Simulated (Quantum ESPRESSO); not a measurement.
# MgO (Periclase): a worked LO-TO splitting

Aim: work out the LO frequency and the static dielectric constant of MgO (Periclase) from one linear-response run, then check them.

Main program and level: Quantum ESPRESSO 7.5; DFT LDA, scalar-relativistic, plane waves, PseudoDojo norm-conserving pseudopotentials.

The database entry behind the starting cell differs from later determinations by our own check (about 0.1 % long), so it need not match the best structure at ambient conditions.

## 1. The relaxed structure

Symmetry: Fm-3m, No. 225, cubic system. The conventional cell has a = 4.160 Å, b = 4.160 Å, c = 4.160 Å, α = 90.00°, β = 90.00°, γ = 90.00°. Nearest to Mg lie 6 O at 2.08 Å. Nearest to O lie 6 Mg at 2.08 Å. Farther neighbours and most contacts between anions are not listed.

As a file:

```xyz
2
Lattice="-2.0802 0.0000 2.0802 0.0000 2.0802 2.0802 -2.0802 2.0802 0.0000" Properties=species:S:1:pos:R:3 pbc="T T T"
Mg    0.0000    0.0000    0.0000
O    -2.0802    2.0802    2.0802
```

This is the cell after its relaxation at this level of theory, not the database cell from which that began.

## 2. What the response run gave

A linear-response run on the relaxed cell, with the response to an electric field; only its zone-centre results are used. Cutoff 84 Ry, k mesh 12×12×12.

The log of the run:

```text
[banners, grids, parts of the stress and lines that vanish by symmetry left out]
Program PHONON v.7.5
     Reading xml data from directory:

[...]
Exchange-correlation= PW
                           (   1   4   0   0   0   0   0)
[...]
kinetic-energy cut-off    =      84.0000  Ry
     charge density cut-off    =     336.0000  Ry
     convergence threshold     =      1.0E-18
[...]
Exchange-correlation= PW
                           (   1   4   0   0   0   0   0)
[...]
q = (   0.0000000   0.0000000   0.0000000 )
     49 Sym.Ops. (with q -> -q+G )
     G cutoff =  263.0279  (  12627 G-vectors)     FFT grid: ( 36, 36, 36)
     number of k points=    72
[...]
Mode symmetry, O_h (m-3m)  point group:
[...]
Dielectric constant
[...]
End of electric fields calculation
          Dielectric constant in cartesian axis
          (       3.171331136      -0.000000000      -0.000000000 )
          (      -0.000000000       3.171331136       0.000000000 )
          (      -0.000000000       0.000000000       3.171331136 )
          Effective charges (d Force / dE) in cartesian axis without acoustic sum rule applied (asr)
           atom    1  Mg    Mean Z*:        1.97186
      Ex  (        1.97186        0.00000        0.00000 )
      Ey  (        0.00000        1.97186       -0.00000 )
      Ez  (        0.00000       -0.00000        1.97186 )
           atom    2  O     Mean Z*:       -1.97159
      Ex  (       -1.97159       -0.00000        0.00000 )
      Ey  (       -0.00000       -1.97159       -0.00000 )
      Ez  (        0.00000       -0.00000       -1.97159 )
          Effective charges Sum: Mean:        0.00027
[...]
Effective charges (d Force / dE) in cartesian axis with asr applied:
           atom    1  Mg    Mean Z*:        1.97173
[...]
atom    2  O     Mean Z*:       -1.97173
[...]
Representation #   1 modes #   1   2   3
[...]
End of self-consistent calculation
     Convergence has been achieved
     Representation #   2 modes #   4   5   6
[...]
End of self-consistent calculation
     Convergence has been achieved
[...]
Dielectric constant in cartesian axis
          (       3.171331136      -0.000000000      -0.000000000 )
          (      -0.000000000       3.171331136       0.000000000 )
          (      -0.000000000       0.000000000       3.171331136 )
          Effective charges (d Force / dE) in cartesian axis without acoustic sum rule applied (asr)
           atom    1  Mg    Mean Z*:        1.97186
      Ex  (        1.97186        0.00000        0.00000 )
      Ey  (        0.00000        1.97186       -0.00000 )
      Ez  (        0.00000       -0.00000        1.97186 )
           atom    2  O     Mean Z*:       -1.97159
      Ex  (       -1.97159       -0.00000        0.00000 )
      Ey  (       -0.00000       -1.97159       -0.00000 )
      Ez  (        0.00000       -0.00000       -1.97159 )
          Effective charges Sum: Mean:        0.00027
[...]
Effective charges (d Force / dE) in cartesian axis with asr applied:
           atom    1  Mg    Mean Z*:        1.97173
[...]
atom    2  O     Mean Z*:       -1.97173
[...]
q = (    0.000000000   0.000000000   0.000000000 )
[...]
freq (    1) =       0.094172 [THz] =       3.141242 [cm-1]
     freq (    2) =       0.094172 [THz] =       3.141242 [cm-1]
     freq (    3) =       0.094172 [THz] =       3.141242 [cm-1]
     freq (    4) =      12.266640 [THz] =     409.171080 [cm-1]
     freq (    5) =      12.266640 [THz] =     409.171080 [cm-1]
     freq (    6) =      12.266640 [THz] =     409.171080 [cm-1]
[...]
Mode symmetry, O_h (m-3m)  point group:
     freq (   1-   3) =          3.1  [cm-1]   --> T_1u G_15  G_4- I
     freq (   4-   6) =        409.2  [cm-1]   --> T_1u G_15  G_4- I

   JOB DONE.
```

| quantity | value |
| --- | --- |
| cell volume Ω (Å³) | 18.002 |
| mass of Mg (u) | 24.305 |
| mass of O (u) | 15.999 |
| Born charge of Mg, raw (e) | 1.972 |
| Born charge of O, raw (e) | -1.972 |
| ε∞ | 3.171 |
| ω(TO) after the sum rule (cm⁻¹) | 409.2 |

## 3. The calculation

The charges must sum to zero over the cell; taking off their mean, 0.000 e, leaves Z* = 1.972 e on Mg. In the polar mode Mg moves against O, so the reduced mass is μ = 24.30 × 16.00 / 40.30 = 9.648 u.

A longitudinal wave builds up a field that adds to the restoring force: ω(LO)² = ω(TO)² + 4π Z*² / (μ Ω ε∞), in Hartree atomic units. With μ = 17587 electron masses and Ω = 121.48 bohr³ the second term is 7.2104e-06 Ha², or 347317 cm⁻² (1 Ha = 219474.6 cm⁻¹).

So ω(LO) = √(167412 + 347317) = 717.4 cm⁻¹, and by the Lyddane-Sachs-Teller relation ε₀ = ε∞ (ω(LO)/ω(TO))² = 9.75.

## 4. Check against the program

The analysis program adds the same non-analytic term to the full matrix, here for q along (1 0 0).

The log of the run:

```text
[banner, memory and clock lines left out]
Program DYNMAT v.7.5

     Reading Dynamical Matrix from file g.dyn
     ...Force constants read
     ...epsilon and Z* read

     Polarizability (A^3 units)
     multiply by 0.580121 for Clausius-Mossotti correction
         3.110556   -0.000000   -0.000000
        -0.000000    3.110556    0.000000
        -0.000000    0.000000    3.110556

     IR activities are in (D/A)^2/amu units

# mode   [cm-1]    [THz]      IR
    1     -0.00   -0.0000    0.0000
    2     -0.00   -0.0000    0.0000
    3      0.00    0.0000    0.0000
    4    409.16   12.2664    9.2965
    5    409.16   12.2664    9.2965
    6    717.44   21.5083    9.2965
```

ε₀ comes from the program's run without a direction of q.

```
    quantity  by hand  program
ω(LO) (cm⁻¹)    717.4    717.4
          ε₀     9.75     9.75
```

## 5. What came out

- TO mode: 409.2 cm⁻¹
- LO mode: 717.4 cm⁻¹
- static dielectric constant: 9.750

**Reading.** The LO mode of MgO (Periclase) lies at 717 cm⁻¹, 308 cm⁻¹ above the TO mode; the formula meets the program within 0.1 cm⁻¹, as it must for a cubic crystal with one polar mode. ω(LO)² − ω(TO)² goes with Z*²/ε∞: an error of 5 % in ε∞ would move the LO mode by 11.6 cm⁻¹, and semilocal functionals tend to overestimate ε∞. These are harmonic values at zero temperature, at the volume of this functional, for the structure held cubic; stability elsewhere in the zone is no part of this calculation.

[Host names and launcher messages were left out of these logs when they were recorded.]

[Logs are printed without paths, hosts, clocks, repeated set-up lines and the standing remarks that a program may print on its own settings, such as how far it seeks lower states.]

[Hosts, paths, dates, database ids (printed as entryN), source tags and the programs' standing remarks are cut or masked in the printed files.]
